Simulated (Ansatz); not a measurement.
## Puckered SnSe bilayer (AB) in a perpendicular field

Wanted: the out-of-plane response of the puckered SnSe bilayer (AB). A positive field points along +c.

Program: Ansatz 0.2.0. Level of theory: plane-wave DFT, PBE-D3(BJ), Ansatz PAW. Results are calculated unless marked as measured.

## 1. Starting point

The cell holds 8 atoms: 4 Sn and 4 Se. Its edges and angles: a = 4.400 Å, b = 4.290 Å, c = 48.187 Å, α = 90.0°, β = 90.0°, γ = 90.0°. Regions: layer 1: puckered SnSe, 4 atoms (2 Sn and 2 Se); layer 2: puckered SnSe, 4 atoms (2 Sn and 2 Se). Vacuum lies along c.

## 2. Relaxation

The starting cell is a guess, so the in-plane lattice and the atoms are relaxed first, with the slab cut off from its images along the normal.

input.yaml

```yaml
crystal:
  lattice:
    - [4.4, 0.0, 0.0]
    - [0.0, 4.29, 0.0]
    - [0.0, 0.0, 48.1871999996]
  atoms:
    - { symbol: Sn, position: [0.06, 0.0, 0.4108974998] }
    - { symbol: Se, position: [0.44, 0.5, 0.4129727397] }
    - { symbol: Se, position: [0.94, 0.0, 0.4667961616] }
    - { symbol: Sn, position: [0.56, 0.5, 0.4688714015] }
    - { symbol: Sn, position: [0.06, 0.5, 0.5311285985] }
    - { symbol: Se, position: [0.44, 0.0, 0.5332038384] }
    - { symbol: Se, position: [0.94, 0.5, 0.5870272603] }
    - { symbol: Sn, position: [0.56, 0.0, 0.5891025002] }
  periodic: [true, true, false]
kpoints:
  mp_grid: { grid: [8, 8, 1] }
hamiltonian:
  xc: pbe
  dispersion: d3bj
scf:
  occupations: { method: fermi_dirac, width: 0.05 }
  convergence: { dr2_threshold: 1.0e-09 }
relax:
  f_tol: 0.004
  max_steps: 90
  cell: {}
output:
  write_potential: true
  write_density: true
  volumetric_format: npy
```

The run is started by

```console
$ ansatz run input.yaml --threads 4 --pin off --max-ram 8192MiB --backend cpu --events-out ev --progress --plain --runs-dir out
```

Numbers of over 12 decimals in the logs are rounded to 6 here.

The program printed:

```text
Warning: relax.cell: scf.convergence.dr2_threshold = 1e-9 eV is looser than the 2.31559201446e-10 eV advised for a relaxation that steers and ends on the stress (1e-10 eV for each atom of the cell: 8, times the square of relax.cell.stress_2d_tol = 0.05 N/m over 18.6 Å (the atoms' height at the walk's start and 5 Å past either face), 2.690e-2 GPa, over a crystal's default 0.05). What an SCF threshold leaves in a stress goes as its square root, and in the free energy as the threshold itself, and one threshold admits the most on a small cell: [figures from the program's tests cut] Set scf.convergence.dr2_threshold to 2.31559201446e-10 eV or tighter. [rest of the remark cut]
Engine: ansatz 0.2.0, x86_64-unknown-linux-gnu
Pseudopotentials: kind: paw
Pseudopotential: Sn, paw, valence charge 14, recommended cutoff 420 eV (normal), Sn.paw.azcp
Pseudopotential: Se, paw, valence charge 16, recommended cutoff 420 eV (normal), Se.paw.azcp
Functional definition: PBE
  parameter kappa = 0.804
  parameter beta = 0.066725
  exchange = pbe_x(kappa = kappa, mu = beta*pi^2/3)
  correlation = pbe_c(beta = beta)
Crystal: 8 atoms, lattice volume = 909.582 Å³
Basis set: ecut = 420 eV, 17829 PW (Γ), exchange–correlation on 60×60×648 points (8 copies of the dense FFT grid, shifted against one another)
Bands: 72, of which v1, the nominal top of the filled ones, is band 60 counted from 1 (59 counted from 0)
Symmetry: 4 space group operations
Space group: Pmc21 (ITA 26), of the structure as read, at distance tolerance 9.7e-5 Å
k-points: 25 of 64 (time reversal used)
Non-local potential: Sn, projectors of the file, l = 0: 2, l = 1: 2, l = 2: 2, l = 3: 2
Non-local potential: Se, projectors of the file, l = 0: 2, l = 1: 2, l = 2: 3, l = 3: 1
PAW form: soft (Blöchl's): semilocal exchange-correlation on the pseudo side does not see the compensation charge
PAW one-centre angular grid: Sn, 590 points (default); XC on 64 Gauss nodes
PAW one-centre angular grid: Se, 590 points (default); XC on 64 Gauss nodes
Initial density: superposition of atomic densities (neutral atoms: chi_scale 0, normalization atom), corrected by the library's trained network
Initial wavefunctions: pseudopotential atomic-orbital guess
Functional: x = pbe(κ = 0.804, μ = 0.219515), c = pbe(β = 0.066725)
SCF iter   1: F=—  HF=-45978.491387 eV  |F-HF|=—  |Δ(HF+E_count)|=         —  Δρ=8.64e-4  dr2=3.20e-2  ethr=1.77e-3  ⟨swp⟩=11.8  Hψ=9205  notcnv=0  defer=20
preconditioner: auto → Resta (q_TF=auto, 1.947 Å⁻¹)  ε∞=1.4  [insulator: Δε(μ)=1.137 eV  Ē_g=16.584 eV  σ=0.050 eV  W_gap=1.00  n_scr=108 (ndim 8)  ℏωp=11.0 eV  f_vac=0.738  D(μ)=0.00/eV (n_scr^D=0)  ε∞_Penn≈1.4  vacuum switching on, ρ_ref=2.0e-2 e/Å³]
SCF iter   2: F=—  HF=-45978.494338 eV  |F-HF|=—  |Δ(HF+E_count)|=   2.95e-3  Δρ=9.20e-4  dr2=1.06e-1  ethr=2.67e-5  ⟨swp⟩=4.2  Hψ=4129  notcnv=0  defer=108
SCF iter   3: F=—  HF=-45978.482617 eV  |F-HF|=—  |Δ(HF+E_count)|=   1.17e-2  Δρ=3.56e-4  dr2=3.16e-3  ethr=2.67e-5  ⟨swp⟩=2.4  Hψ=2193  notcnv=0  defer=108
SCF iter   4: F=—  HF=-45978.482779 eV  |F-HF|=—  |Δ(HF+E_count)|=   1.62e-4  Δρ=1.38e-4  dr2=1.70e-4  ethr=2.63e-6  ⟨swp⟩=3.1  Hψ=2694  notcnv=0  defer=108
SCF iter   5: F=—  HF=-45978.482952 eV  |F-HF|=—  |Δ(HF+E_count)|=   1.73e-4  Δρ=4.55e-5  dr2=1.82e-5  ethr=1.41e-7  ⟨swp⟩=3.0  Hψ=2952  notcnv=0  defer=108
SCF iter   6: F=—  HF=-45978.482902 eV  |F-HF|=—  |Δ(HF+E_count)|=   4.97e-5  Δρ=1.60e-5  dr2=2.44e-6  ethr=1.52e-8  ⟨swp⟩=3.0  Hψ=3007  notcnv=0  defer=108
SCF iter   7: F=—  HF=-45978.482956 eV  |F-HF|=—  |Δ(HF+E_count)|=   5.34e-5  Δρ=5.42e-6  dr2=3.68e-7  ethr=2.04e-9  ⟨swp⟩=2.9  Hψ=3177  notcnv=0  defer=108
SCF iter   8: F=—  HF=-45978.482956 eV  |F-HF|=—  |Δ(HF+E_count)|=   1.53e-7  Δρ=1.67e-6  dr2=2.76e-8  ethr=3.07e-10  ⟨swp⟩=3.0  Hψ=3108  notcnv=0  defer=108
SCF iter   9: F=—  HF=-45978.482956 eV  |F-HF|=—  |Δ(HF+E_count)|=   3.64e-8  Δρ=4.53e-7  dr2=2.69e-9  ethr=2.30e-11  ⟨swp⟩=3.0  Hψ=3057  notcnv=0  defer=108
SCF iter  10: F=-45978.482956 eV  HF=-45978.482956 eV  |F-HF|=1.51e-9  |Δ(HF+E_count)|=   4.37e-9  Δρ=1.32e-7  dr2=1.24e-10  ethr=1.00e-12  ⟨swp⟩=11.2  Hψ=11678  notcnv=0
SCF 1 converged in 10 iterations: F = -45978.482956 eV  dr2 = 1.24e-10
  greatest PAW one-centre occupation: 1.000 electrons in one spin orbital (limit 2), on the Se atom at site 2 (counted from 0), in its partial waves of l = 2
relax step   1: F+E_penalty+E_count = -45978.48295587 eV  Δ(F+E_penalty+E_count) = +0.000e0 eV  max|allowed force component| = 7.064e-1 eV/Å  Δτ_max = 0.0000 Å  P = +3.352 N/m  Ω = 909.582 Å³  fix = [c, alpha, beta]  reactions: c +0.000 N/m  (10 SCF iters, accepted)
Crystal: 8 atoms, lattice volume = 910.525 Å³
Basis set: ecut = 420 eV, 17825 PW (Γ), exchange–correlation on 60×60×648 points (8 copies of the dense FFT grid, shifted against one another)
Initial density: handed on by an earlier stage of this run
Initial wavefunctions: those handed on with the density
iter 1 solved again at ethr=1.76e-4 eV; its pass at ethr=3.10e-3 eV (dr2=2.11e-1 eV) is discarded
SCF iter   1: F=—  HF=-45978.788858 eV  |F-HF|=—  |Δ(HF+E_count)|=         —  Δρ=3.75e-3  dr2=2.12e-1  ethr=1.76e-4  ⟨swp⟩=3.9  Hψ=9874  notcnv=0
preconditioner: auto → Resta (q_TF=auto, 1.946 Å⁻¹)  ε∞=1.5  [insulator: Δε(μ)=0.896 eV  Ē_g=16.358 eV  σ=0.050 eV  W_gap=1.00  n_scr=108 (ndim 8)  ℏωp=11.0 eV  f_vac=0.737  D(μ)=0.00/eV (n_scr^D=0)  ε∞_Penn≈1.5  vacuum switching on, ρ_ref=1.9e-2 e/Å³]
SCF iter   2: F=—  HF=-45978.743810 eV  |F-HF|=—  |Δ(HF+E_count)|=   4.50e-2  Δρ=2.00e-3  dr2=3.92e-2  ethr=1.76e-4  ⟨swp⟩=4.8  Hψ=3549  notcnv=0
SCF iter   3: F=—  HF=-45978.743238 eV  |F-HF|=—  |Δ(HF+E_count)|=   5.72e-4  Δρ=9.74e-4  dr2=3.31e-2  ethr=3.27e-5  ⟨swp⟩=4.0  Hψ=3745  notcnv=0  defer=10
SCF iter   4: F=—  HF=-45978.745886 eV  |F-HF|=—  |Δ(HF+E_count)|=   2.65e-3  Δρ=6.83e-4  dr2=5.21e-2  ethr=2.76e-5  ⟨swp⟩=3.2  Hψ=2629  notcnv=0  defer=42
SCF iter   5: F=—  HF=-45978.741129 eV  |F-HF|=—  |Δ(HF+E_count)|=   4.76e-3  Δρ=2.96e-4  dr2=7.47e-3  ethr=2.76e-5  ⟨swp⟩=2.2  Hψ=2155  notcnv=0  defer=44
SCF iter   6: F=—  HF=-45978.740412 eV  |F-HF|=—  |Δ(HF+E_count)|=   7.17e-4  Δρ=8.68e-5  dr2=4.57e-4  ethr=6.22e-6  ⟨swp⟩=2.4  Hψ=2185  notcnv=0  defer=44
SCF iter   7: F=—  HF=-45978.740380 eV  |F-HF|=—  |Δ(HF+E_count)|=   3.18e-5  Δρ=1.98e-5  dr2=1.07e-5  ethr=3.81e-7  ⟨swp⟩=2.7  Hψ=2331  notcnv=0  defer=44
SCF iter   8: F=—  HF=-45978.740334 eV  |F-HF|=—  |Δ(HF+E_count)|=   4.57e-5  Δρ=4.42e-6  dr2=2.92e-7  ethr=8.92e-9  ⟨swp⟩=3.0  Hψ=3115  notcnv=0  defer=39
[...]
SCF iter   7: F=—  HF=-45978.789877 eV  |F-HF|=—  |Δ(HF+E_count)|=   5.13e-5  Δρ=4.31e-6  dr2=1.03e-7  ethr=4.13e-9  ⟨swp⟩=2.9  Hψ=2793  notcnv=0  defer=1
SCF iter   8: F=—  HF=-45978.789877 eV  |F-HF|=—  |Δ(HF+E_count)|=   9.81e-8  Δρ=8.84e-7  dr2=1.14e-8  ethr=8.58e-11  ⟨swp⟩=3.3  Hψ=3692  notcnv=0  defer=1
SCF iter   9: F=—  HF=-45978.789877 eV  |F-HF|=—  |Δ(HF+E_count)|=  6.55e-11  Δρ=2.77e-7  dr2=1.06e-9  ethr=9.51e-12  ⟨swp⟩=2.8  Hψ=3500  notcnv=0  defer=1
SCF iter  10: F=-45978.789877 eV  HF=-45978.789877 eV  |F-HF|=3.35e-10  |Δ(HF+E_count)|=  5.09e-10  Δρ=8.15e-8  dr2=7.87e-11  ethr=1.00e-12  ⟨swp⟩=11.0  Hψ=11038  notcnv=0
SCF 3 converged in 10 iterations: F = -45978.789877 eV  dr2 = 7.87e-11
relax step   3: F+E_penalty+E_count = -45978.78987725 eV  Δ(F+E_penalty+E_count) = -4.954e-2 eV  max|allowed force component| = 3.823e-2 eV/Å  Δτ_max = 0.0660 Å  P = -0.325 N/m  Ω = 904.930 Å³  energy of the carried Pulay correction = +1.957e-4 eV  fix = [c, alpha, beta]  reactions: c +0.000 N/m  (10 SCF iters, accepted)
[...]
relax step   4: F+E_penalty+E_count = -45978.78226195 eV  Δ(F+E_penalty+E_count) = +7.615e-3 eV  max|allowed force component| = 6.827e-2 eV/Å  Δτ_max = 0.0876 Å  P = +0.171 N/m  Ω = 902.224 Å³  energy of the carried Pulay correction = +3.100e-4 eV  fix = [c, alpha, beta]  (10 SCF iters, rejected (line search))
[...]
relax step   5: F+E_penalty+E_count = -45978.79193771 eV  Δ(F+E_penalty+E_count) = -2.060e-3 eV  max|allowed force component| = 1.353e-2 eV/Å  Δτ_max = 0.0226 Å  P = +0.100 N/m  Ω = 895.701 Å³  energy of the carried Pulay correction = +5.869e-4 eV  fix = [c, alpha, beta]  reactions: c +0.000 N/m  (9 SCF iters, accepted)
[...]
relax step   6: F+E_penalty+E_count = -45978.79238203 eV  Δ(F+E_penalty+E_count) = -4.443e-4 eV  max|allowed force component| = 9.929e-3 eV/Å  Δτ_max = 0.0055 Å  P = +0.003 N/m  Ω = 897.690 Å³  energy of the carried Pulay correction = +5.023e-4 eV  fix = [c, alpha, beta]  reactions: c +0.000 N/m  (7 SCF iters, accepted)
[...]
relax step   7: F+E_penalty+E_count = -45978.79243525 eV  Δ(F+E_penalty+E_count) = -5.322e-5 eV  max|allowed force component| = 1.719e-3 eV/Å  Δτ_max = 0.0024 Å  P = +0.003 N/m  Ω = 897.466 Å³  energy of the carried Pulay correction = +5.118e-4 eV  fix = [c, alpha, beta]  reactions: c +0.000 N/m  (7 SCF iters, accepted)
Initial wavefunctions: pseudopotential atomic-orbital guess (no wavefunctions were taken with the density)
iter 1 solved again at ethr=1.15e-6 eV; its pass at ethr=3.10e-3 eV (dr2=1.38e-3 eV) is discarded
SCF iter   1: F=—  HF=-45978.792040 eV  |F-HF|=—  |Δ(HF+E_count)|=         —  Δρ=5.98e-6  dr2=6.58e-8  ethr=1.15e-6  ⟨swp⟩=5.2  Hψ=14787  notcnv=0
eigensolver tolerance schedule: the retry pair's looser diagonalisation over-reported the residual by 21022.67 of it (diagonalisation noise at an unbounded share of the residual, at the tolerance the schedule requests for it); recorded, not acted on — ethr = c·dr2/N_el stays at c = 1.0e-1
SCF iter   2: F=—  HF=-45978.791991 eV  |F-HF|=—  |Δ(HF+E_count)|=   4.92e-5  Δρ=3.91e-6  dr2=4.60e-8  ethr=5.48e-11  ⟨swp⟩=6.0  Hψ=6489  notcnv=0
SCF iter   3: F=—  HF=-45978.791991 eV  |F-HF|=—  |Δ(HF+E_count)|=   1.51e-8  Δρ=1.51e-6  dr2=7.78e-9  ethr=3.83e-11  ⟨swp⟩=2.6  Hψ=2851  notcnv=0
SCF iter   4: F=—  HF=-45978.791991 eV  |F-HF|=—  |Δ(HF+E_count)|=   1.10e-8  Δρ=5.74e-7  dr2=1.39e-8  ethr=6.49e-12  ⟨swp⟩=3.0  Hψ=3265  notcnv=0
SCF iter   5: F=—  HF=-45978.791991 eV  |F-HF|=—  |Δ(HF+E_count)|=   2.46e-9  Δρ=3.95e-7  dr2=3.77e-9  ethr=6.49e-12  ⟨swp⟩=2.7  Hψ=2261  notcnv=0
SCF iter   6: F=-45978.791991 eV  HF=-45978.791991 eV  |F-HF|=1.67e-10  |Δ(HF+E_count)|=  3.27e-10  Δρ=1.56e-7  dr2=1.77e-10  ethr=1.00e-12  ⟨swp⟩=12.7  Hψ=13618  notcnv=0
SCF 8 converged in 6 iterations: F = -45978.791991 eV  dr2 = 1.77e-10
relax step   8: F+E_penalty+E_count = -45978.79199097 eV  Δ(F+E_penalty+E_count) = +4.443e-4 eV  max|allowed force component| = 1.682e-3 eV/Å  Δτ_max = 0.0000 Å  P = -0.001 N/m  Ω = 897.466 Å³  fix = [c, alpha, beta]  reactions: c +0.000 N/m  stress off target by 7.86e-3 N/m on what of the cell is left free  SCF on the basis re-selected at this cell (its energy is not comparable with the rows above)  (6 SCF iters)
basis re-selected at this cell: Δ(F+E_penalty+E_count) = +4.443e-4 eV, ΔP = -0.004 N/m vs the last step (what re-selecting the basis moved, of the pressure what is left beyond the Pulay correction that the steps carried, after the strain that the cell walked since its last selection, with what the two solves' SCF thresholds leave and, on support functions, any second-order correction that the steps lacked; it is no m [...]
SCF converged after 6 iterations
Free energy (F): -45978.791991 eV
Harris-Foulkes:  -45978.791991 eV  (|F-HF|=1.67e-10)
Internal energy: -45978.791983 eV  (E = F + TS)
E sigma→0 (E₀):  -45978.791987 eV
Entropy (-TS):   -0.000008 eV (-0.001 meV/atom)
Fermi energy:    -3.960950 eV
--- Per-component energies (eV) ---
  E_band       = -3471.636419
  E_kinetic    = 1214.289658
  E_local      = -597924.444224  (includes V_loc(G=0)·N_el)
  E_nonlocal   = -2514.167085
  E_hartree    = 298528.362804
  E_xc         = -1949.112517
  E_vxc        = -777.889512  (∫ρ·V_xc dr)
  E_paw        = -24178.688026  (= ΣΔE_a)
  E_vpaw       = -526.148331  (= ΣTr[D̂ρ^β])
  E_aug_tail   = -0.002366  (compensation charges beyond the density's cutoff)
  E_ewald      = 280847.336062
  E_disp       = -2.366290  (pairwise vdW)
  E_smearing   = -0.000008  (= −TS)
  E_closure    = 0.000000  (closes the sum)
  Σ components = -45978.791991   (vs F -45978.791991, Δ=0.00e0)
--- Forces (eV/Å), atoms counted from 1 ---
  atom   1  Sn     0.00019586     0.00000000     0.00085224
  atom   2  Se    -0.00007293     0.00000000    -0.00120423
  atom   3  Se     0.00084252     0.00000000     0.00156041
  atom   4  Sn    -0.00096565    -0.00000000    -0.00168233
  atom   5  Sn    -0.00096565    -0.00000000     0.00168233
  atom   6  Se     0.00084252     0.00000000    -0.00156041
  atom   7  Se    -0.00007293     0.00000000     0.00120423
  atom   8  Sn     0.00019586     0.00000000    -0.00085224
  max |Σ_I F_I| component: 4.09e-7 eV/Å
--- 2D stress c σ (N/m, compression-positive) ---
        0.005568      -0.000000       0.000000
       -0.000000      -0.007859      -0.000000
        0.000000       0.000000       0.000000
  P = ½ c Tr σ = -0.0011 N/m
--- Band table (eV; the first three rows and the last of 25) ---
  k-point 0: bands = [... 56 lower, -6.0615, -6.0517, -4.8776, -4.7862, -3.3238, -1.7454, -1.4431, -1.2098, ... 8 higher]
  k-point 1: bands = [... 56 lower, -5.9101, -5.8084, -4.8924, -4.8627, -3.2564, -1.7204, -1.4326, -1.2984, ... 8 higher]
  k-point 2: bands = [... 56 lower, -5.3904, -5.3485, -5.0769, -4.9645, -2.9791, -2.4600, -2.3274, -2.0026, ... 8 higher]
  k-point 24: bands = [... 56 lower, -6.0616, -6.0616, -5.9764, -5.9764, -1.5078, -1.5078, -1.3323, -1.3323, ... 8 higher]
  the weakly bound empty levels are not read free of the cell's end (no_gap_told)
--- Relaxed structure (7 steps of the walk, 6 accepted, 1 SCFs on fresh bases) ---
  F+E_penalty+E_count = -45978.79199097 eV   max|allowed force component| = 1.682e-3 eV/Å   (the final SCF, on the basis selected at the relaxed cell)
  cell:  # Å, volume = 897.4656 Å³
    - [4.392041, 0.0, 0.0]
    - [0.0, 4.240526, 0.0]
    - [0.0, 0.0, 48.1871999996]
  atoms:
    - { symbol: Sn, position: [0.031965, 0, 0.410113] }
    - { symbol: Se, position: [0.466277, 0.5, 0.414494] }
    - { symbol: Se, position: [0.967638, 0, 0.466411] }
    - { symbol: Sn, position: [0.534120, 0.5, 0.470968] }
    - { symbol: Sn, position: [0.034120, 0.5, 0.529032] }
    - { symbol: Se, position: [0.467638, 0, 0.533589] }
    - { symbol: Se, position: [0.966277, 0.5, 0.585506] }
    - { symbol: Sn, position: [0.531965, 0, 0.589887] }
```

Run time: 9.7 min. Hardware: 4 threads of Intel Xeon at 2.50GHz (Skylake/Cascade Lake), shared host; peak memory 2.4 GiB; 37 min of CPU time.

Relaxation path:

| step | energy less that of the first step (eV) | largest force component (eV/Å) | volume (Å³) |
| --- | --- | --- | --- |
| 1 | 0.0000 | 0.7064 | 909.58 |
| 2 | -0.2574 | 0.3858 | 910.52 |
| 3 | -0.3069 | 0.0382 | 904.93 |
| 4 | -0.2993 | 0.0683 | 902.22 |
| 5 | -0.3090 | 0.0135 | 895.70 |
| 6 | -0.3094 | 0.0099 | 897.69 |
| 7 | -0.3095 | 0.0017 | 897.47 |
| 8* | -0.3090 | 0.0017 | 897.47 |

Relaxation steps marked * repeat the geometry before them on a plane-wave basis chosen anew for their cell, so energy and pressure can jump there. Relaxation step 4 was tried and not accepted.

The run keeps the 4 symmetry operations that it works with, so distortions that break them were not tested.

| cell as run | before | after | change |
| --- | --- | --- | --- |
| a (Å) | 4.400 | 4.392 | -0.2 % |
| b (Å) | 4.290 | 4.241 | -1.2 % |

The atoms that moved most (Å, along periodic axes as changes of fractional coordinates times the final cell, across vacuum about the mean position):

| atom | dx | dy | dz | length |
| --- | --- | --- | --- | --- |
| Sn4 | -0.114 | 0.000 | 0.101 | 0.152 |
| Sn5 | -0.114 | 0.000 | -0.101 | 0.152 |
| Se7 | 0.115 | 0.000 | -0.073 | 0.137 |
| Se2 | 0.115 | 0.000 | 0.073 | 0.137 |
| Sn8 | -0.123 | 0.000 | 0.038 | 0.129 |
| Sn1 | -0.123 | 0.000 | -0.038 | 0.129 |
| Se6 | 0.121 | 0.000 | 0.019 | 0.123 |
| Se3 | 0.121 | 0.000 | -0.019 | 0.123 |

The lattice constant a goes from 4.400 to 4.392 Å.

(Part 1 of 3 ends here.)

[Logs are printed without paths, hosts, clocks, repeated set-up lines and the standing remarks that a program may print on its own settings, such as how far it seeks lower states.]

[Hosts, paths, dates, database ids (printed as entryN), source tags and the programs' standing remarks are cut or masked in the printed files.]

[Maps of the electrostatic potential energy from Ansatz leave out the sawtooth potential of an applied field or a dipole correction, so their vacuum need not be flat; planar profiles and work functions include it.]
